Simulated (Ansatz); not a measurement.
# Lattice dynamics of V2CF2 monolayer, part 2 of 2

The cell of V2CF2 monolayer is at rest. What are its phonons? After the zone centre comes a 4×4×1 q mesh on a 20×20×1 k mesh.

Ansatz 0.2.0; DFT PBE, scalar-relativistic, plane waves, PAW; PAW set soft_1.

So far. Step 2 (Modes at Γ): Before it was imposed, the acoustic sum rule was missed by 7.3e-5 eV/Å². Small misses are needed for a sound result but don't prove that mesh and cutoff are converged. The lowest optical mode is real, 198 cm⁻¹.

## (3) The dispersion (continued)

Tetrahedra on a 24×24×1 mesh, mean over bins of 10 cm-1. Interpolated from a 4×4×1 q mesh. The phonon density of states by wavenumber; read off at these points:

wavenumber (cm⁻¹), phonon density of states (1/cm⁻¹/cell) and a bar:
```
        5      0.001 
       25      0.003 #
       45      0.005 #
       65      0.007 ##
       85      0.017 ####
      105      0.024 ######
      125      0.024 ######
      135      0.041 ##########
      155      0.003 #
      175      0.006 #
      195      0.017 ####
      215      0.081 ####################
      225      0.116 #############################
      235      0.085 #####################
      255      0.065 ################
      265      0.096 ########################
      275      0.049 ############
      295      0.006 #
      315      0.018 ####
      335      0.032 ########
      355      0.010 ##
      375      0.022 #####
      405      0.029 #######
      425      0.012 ###
      445      0.008 ##
      465      0.002 #
      485      0.002 
      505      0.002 
      525      0.001 
      545      0.000 
      565      0.000 
      585      0.000 
      605      0.000 
      625      0.000 
      645      0.040 ##########
      655      0.033 ########
      675      0.000 
      695      0.000 
      715      0.000 
      735      0.000 
      755      0.072 ##################
      765      0.121 ##############################
      775      0.008 ##
```

The partial phonon density of states has structure finer than the step of the table below, so its rows give means over 50 cm⁻¹, whole bins alone (the curve runs from -10 to 804 cm⁻¹). Peaks (cm⁻¹: height): C 645.5: 0.0369, 763.3: 0.0907; F 225.6: 0.0711, 363.8: 0.0195; V 133.4: 0.0245, 215.3: 0.0368, 266.5: 0.0394, 333.1: 0.0232, 409.9: 0.0126, 650.6: 0.00497, 763.3: 0.0102.

Phonopy on the run's constants, 21x21x1 mesh, Gaussian sigma 5.8 cm-1. Interpolated from a 4×4×1 q mesh. Table of partial phonon density of states by wavenumber; means over each step; values in 1/cm⁻¹/cell:

```csv
wavenumber (cm⁻¹),C,F,V
50,4.6e-4,0.00152,0.00365
100,0.00242,0.00486,0.0159
150,0.00160,0.00271,0.0115
200,6.0e-4,0.0258,0.0190
250,9.0e-4,0.0489,0.0320
300,1.2e-4,0.00711,0.0102
350,8.0e-5,0.00977,0.00966
400,1.6e-4,0.0141,0.00803
450,1.8e-5,0.00391,0.00239
500,3.9e-6,7.4e-4,9.7e-4
550,0,3.4e-5,5.0e-5
600,2.2e-4,4.1e-6,1.8e-5
650,0.0174,2.1e-4,0.00214
700,1.3e-6,0,2.4e-7
750,0.0339,1.0e-4,0.00370
```

Harmonic thermodynamic functions per atom, from the density of states. Interpolated from a 4×4×1 q mesh. Thermodynamic functions, by row:

| T (K) | F_vib (meV/atom) | S (J/mol-atom/K) | C_V (J/mol-atom/K) |
| --- | --- | --- | --- |
| 0 | 63.75 | 0 | 0 |
| 100 | 62.17 | 4.613 | 8.404 |
| 200 | 52.93 | 13.11 | 15.96 |
| 300 | 35.47 | 20.34 | 19.55 |
| 400 | 11.22 | 26.25 | 21.45 |
| 500 | -18.61 | 31.17 | 22.54 |
| 600 | -53.14 | 35.34 | 23.2 |
| 700 | -91.68 | 38.95 | 23.62 |
| 800 | -133.7 | 42.13 | 23.91 |
| 900 | -178.9 | 44.96 | 24.12 |
| 1000 | -226.8 | 47.51 | 24.27 |

Symmetry leaves 4 wavevectors to solve. The lowest mode among them, the acoustic zeros apart, lies at q = (0.25, 0.25, 0) and is real, 83.2 cm⁻¹.

## (4) Another isotope

An isotope changes the mass and not the force constants, so no new electronic calculation is needed; the shifts show which modes move this element.

The same force constants with the mass of C changed from 12.011 to 13.003 u (phonopy, no LO-TO term). Both lists are sorted by frequency; levels can cross, so a row need not hold one and the same mode. Modes under 3 cm⁻¹ are left out. Isotope shifts, by row, the first 40 of 57 rows:

```csv
q,rank,natural mass (cm⁻¹),changed mass (cm⁻¹)
0 0 0,4,197.8,197.8
0 0 0,5,197.8,197.8
0 0 0,6,220,219.8
0 0 0,7,220,219.8
0 0 0,8,272.4,272.4
0 0 0,9,272.4,272.4
0 0 0,10,292.5,292.5
0 0 0,11,453.6,453.6
0 0 0,12,524.8,524.8
0 0 0,13,634.8,612.1
0 0 0,14,759.2,732.4
0 0 0,15,759.2,732.4
0 0.25 0,1,97.59,97.23
0 0.25 0,2,103,102.6
0 0.25 0,3,166.9,166.3
0 0.25 0,4,203.7,203.7
0 0.25 0,5,216.2,216.1
0 0.25 0,6,226.6,226.5
0 0.25 0,7,238.4,238.3
0 0.25 0,8,255.9,255.8
0 0.25 0,9,263.7,263.6
0 0.25 0,10,325.8,325.8
0 0.25 0,11,417.7,417.5
0 0.25 0,12,425.4,425.4
0 0.25 0,13,638.5,616.4
0 0.25 0,14,762.9,736.3
0 0.25 0,15,763.2,736.6
0 -0.5 0,1,108.7,108.1
0 -0.5 0,2,143.2,142.5
0 -0.5 0,3,211.9,211.9
0 -0.5 0,4,223.2,223.2
0 -0.5 0,5,229.1,229.1
0 -0.5 0,6,253.4,253.4
0 -0.5 0,7,260.2,259.7
0 -0.5 0,8,262.4,262.4
0 -0.5 0,9,274.4,274.3
0 -0.5 0,10,302.7,302.7
0 -0.5 0,11,355.3,355.1
0 -0.5 0,12,415.9,415.9
0 -0.5 0,13,650.8,628.7
```

A mode of this element alone would shift by -3.89 %. The highest zone-centre frequency without the field goes from 759.2 to 732.4 cm⁻¹ (-3.5 %). The product of the frequency ratios over all optical modes at Γ is 0.896; the product rule, (m/m′)^(3k/2) (M′/M)^(3/2) with k = 1 such atoms and M the mass of the cell, gives 0.896.

## (5) What came out

| Property | Result |
| --- | --- |
| space group (within 0.01 Å) | P-3m1 |
| area per atom | 1.54 Å² |
| electronic character | no gap on this mesh |
| highest optical mode at the zone centre (no LO-TO term) | 759 cm⁻¹ |
| lowest optical zone-centre mode | 198 cm⁻¹ |
| lowest mode on the q mesh (acoustic modes at Γ apart) | 83.2 cm⁻¹ |
| highest frequency on the path or at a solved wavevector | 771 cm⁻¹ |
| zero-point energy per atom | 63.8 meV |
| heat capacity at 300 K | 19.6 J/(mol atoms K) |
| vibrational entropy at 300 K | 20.3 J/(mol atoms K) |
| imaginary modes on the 4×4×1 q mesh | none |

**Reading.** The structure is a minimum as far as tested: no mode is imaginary at the 4 irreducible wavevectors of the 4×4×1 mesh, and the softest away from the acoustic zeros lies at 83 cm⁻¹. The optical modes at Γ span 198 to 759 cm⁻¹. The highest mode in this list at Γ, 759.0 cm⁻¹, is mostly motion of C (91 % of the kinetic energy). On the path and the mesh, the widest gap between branches runs from 525 to 634 cm⁻¹. With no gap, or one that is small against the smearing, the frequencies hang on the k mesh and the smearing, most of all near Kohn anomalies. The phonon runs are without spin polarisation, although V often carries a moment. In a sheet or slab the interpolated bending branch near Γ is rough, since the rotational sum rule isn't imposed. The starting cell was built on a prototype and not taken from a measurement. These are harmonic frequencies at zero temperature: anharmonic shifts, linewidths and thermal expansion are left out.

[Logs are printed without paths, hosts, clocks, repeated set-up lines and the standing remarks that a program may print on its own settings, such as how far it seeks lower states.]

[Hosts, paths, dates, database ids (printed as entryN), source tags and the programs' standing remarks are cut or masked in the printed files.]
